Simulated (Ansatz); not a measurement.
## k-point convergence of GW for Bi2Te3 (Tellurobismuthite)

Wanted: mesh convergence of the gap correction in Bi2Te3 (Tellurobismuthite).

Method: G0W0 on PBE, plane waves, PAW; PAW set soft_1, in Ansatz 0.2.0.

Most raw output is cut from this account.

**1. The structure**

The structure is trigonal, space group R-3m (No. 166). Conventional cell: a = 4.386 Å, b = 4.386 Å, c = 30.497 Å, α = 90.00°, β = 90.00°, γ = 120.00°. Nearest to Bi lie 6 Te at 3.07 to 3.25 Å. Te has 6 Bi at 3.25 Å nearest. Nearest to Te lie 3 Bi at 3.07 Å. Farther neighbours and most contacts between anions are not listed.

The cell and positions come from the Crystallography Open Database and are kept as given unless a step says otherwise. Spin-orbit coupling is left out unless a step names it.

**2. The 2×2×2 mesh**

G0W0 replaces the xc potential by the self-energy, built once from these orbitals. Only a window of levels is corrected, while the sums run over the empty bands that the input names. This step takes PAW set soft_1 files.

Input file input.yaml:

```yaml
crystal:
  lattice:
    - [2.193, 1.2661291403, 10.1656666667]
    - [-2.193, 1.2661291403, 10.1656666667]
    - [0.0, -2.5322582807, 10.1656666667]
  atoms:
    - { symbol: Bi, position: [0.4, 0.4, 0.4] }
    - { symbol: Bi, position: [0.6, 0.6, 0.6] }
    - { symbol: Te, position: [0.0, 0.0, 0.0] }
    - { symbol: Te, position: [0.2095, 0.2095, 0.2095] }
    - { symbol: Te, position: [0.7905, 0.7905, 0.7905] }
kpoints:
  mp_grid: { grid: [2, 2, 2] }
hamiltonian:
  xc: pbe
  pseudopotentials: { kind: paw, azcp: { folder: soft_1 } }
scf:
  occupations: { method: fixed }
gw:
  n_empty_bands: 384
  ecut_chi: 100
  qp_bands: [v2, c2]
  qp_kpoints: band_edges
  screening: { model: contour_deformation }
```

Command:

```
ansatz run input.yaml --threads 2 --pin off --max-ram 92160MiB --backend cuda --events-out ev --progress --plain --runs-dir out --devices 1 --max-vram 13GiB
```

The job ended after 13 s (1 × NVIDIA H100 80GB HBM3 (shared by 6 runs) with 2 threads of AMD EPYC 7R13 (Zen 3), shared host; peak memory 1.3 GiB).

This step gave:

```yaml
bands_summed: 423
rpa_eps_infinity_on_this_mesh_eigenvalues: 172.9, 172.9, 244.2
plane_waves_in_the_screening_matrix: 389
q_points_in_the_mesh: 8
g0w0_gap_on_the_mesh: 0.4432 eV
k_of_the_valence_top: 0, 0, 0
k_of_the_conduction_bottom: 0, 0, 0
starting_gap_on_the_mesh: 0.2710 eV
z_at_the_valence_top: 0.7553
z_at_the_conduction_bottom: 0.7646
least_direct_g0w0_gap_on_the_computed_points: 0.4432 eV
```

The gap on the mesh goes from 0.27 eV to 0.44 eV, a correction of +0.17 eV. Between the two edge states, bare exchange in place of the xc potential would open the gap by 3.77 eV, and correlation takes back 3.60 eV.

**3. The 4×4×4 mesh**

A second mesh at equal bands and cutoff isolates the sampling error.

Changes to input.yaml since step 2:

```diff
@@ -12,3 +12,3 @@
 kpoints:
-  mp_grid: { grid: [2, 2, 2] }
+  mp_grid: { grid: [4, 4, 4] }
 hamiltonian:
```

The job ended after 56 s (1 × NVIDIA H100 80GB HBM3 (shared by 6 runs) with 2 threads; peak memory 1.8 GiB; 88 s of CPU time).

This step gave:

```yaml
bands_summed: 423
rpa_eps_infinity_on_this_mesh_eigenvalues: 47.21, 47.21, 53.86
plane_waves_in_the_screening_matrix: 389
q_points_in_the_mesh: 64
g0w0_gap_on_the_mesh: 0.4770 eV
k_of_the_valence_top: 0, 0, 0
k_of_the_conduction_bottom: 0, 0, 0
starting_gap_on_the_mesh: 0.2997 eV
z_at_the_valence_top: 0.7530
z_at_the_conduction_bottom: 0.7708
least_direct_g0w0_gap_on_the_computed_points: 0.4770 eV
```

Against the run with 2×2×2 mesh, 384 empty bands, screening to 100 eV, PAW set soft_1 files, the gap moves by +0.03 eV, while the start moved by +0.03 eV.

**4. The 6×6×6 mesh**

Changes to input.yaml since step 3:

```diff
@@ -12,3 +12,3 @@
 kpoints:
-  mp_grid: { grid: [4, 4, 4] }
+  mp_grid: { grid: [6, 6, 6] }
 hamiltonian:
```

It took 5 min on 1 × NVIDIA H100 80GB HBM3 (shared by 6 runs) with 2 threads; peak memory 2.8 GiB; 8.7 min of CPU time.

Numbers from this step:

```yaml
bands_summed: 423
rpa_eps_infinity_on_this_mesh_eigenvalues: 38.69, 39.69, 39.69
plane_waves_in_the_screening_matrix: 389
g0w0_gap_on_the_mesh: 0.4799 eV
k_of_the_valence_top: 0, 0, 0
k_of_the_conduction_bottom: 0, 0, 0
starting_gap_on_the_mesh: 0.2945 eV
least_direct_g0w0_gap_on_the_computed_points: 0.4799 eV
```

Against the run with 4×4×4 mesh, 384 empty bands, screening to 100 eV, PAW set soft_1 files, the gap moves by +0.003 eV.

**5. The meshes together**

Times are wall times on 1 × NVIDIA H100 80GB HBM3 (shared by 6 runs) with 2 threads of AMD EPYC 7R13 (Zen 3), shared host, good to a factor of about two.

```tsv
mesh	points	irreducible	start (eV)	G0W0 (eV)	shift (eV)	RPA ε∞ (mean)	time
2×2×2	8	4	0.271	0.443	+0.172	196.66	13 s
4×4×4	64	13	0.300	0.477	+0.177	49.43	56 s
6×6×6	216	32	0.295	0.480	+0.185	39.36	5 min
```

**6. Summary of results**

| Item | Value |
| --- | --- |
| 2×2×2 | 0.443 eV (shift +0.172) |
| 4×4×4 | 0.477 eV (shift +0.177) |
| 6×6×6 | 0.480 eV (shift +0.185) |
| settings | PBE start, 384 empty bands, 100 eV |

In words: The shift is +0.17 eV on 2×2×2 and +0.19 eV on 6×6×6; the last step moves it by +0.008 eV. The RPA ε∞ (mean) ranges from 39.36 to 196.66 and ends at 39.36; the coarsest mesh overstates it. From 8 to 216 points the time grows 22-fold. Bands and cutoff are modest here, so the values stand off the basis limit. Where an edge is built on 6p states of lead, bismuth or thallium, scalar-relativistic gaps usually stand too wide, by a few tenths to over one eV. With atoms this heavy and so narrow a gap, spin-orbit coupling can invert the bands. These scalar-relativistic gaps are then model values, not to be set against experiment, and a spin-orbit change taken from DFT can't simply be added. The RPA ε∞ on this mesh reaches over 25; with a narrow direct gap a coarse mesh can overstate it, and the correction is then too small.

[Paths, hosts, dates, memory and timing lines, banners, echoed tables and standing remarks are left out of the program output.]

[Logs are printed without paths, hosts, clocks, repeated set-up lines and the standing remarks that a program may print on its own settings, such as how far it seeks lower states.]

[Runs of the session that timed out or met a known fault of the program may be left out.]

[Cells called generated may have been cut or substituted from an entry of the Crystallography Open Database or the Materials Project.]

[Hosts, paths, dates, database ids (printed as entryN), source tags and the programs' standing remarks are cut or masked in the printed files.]
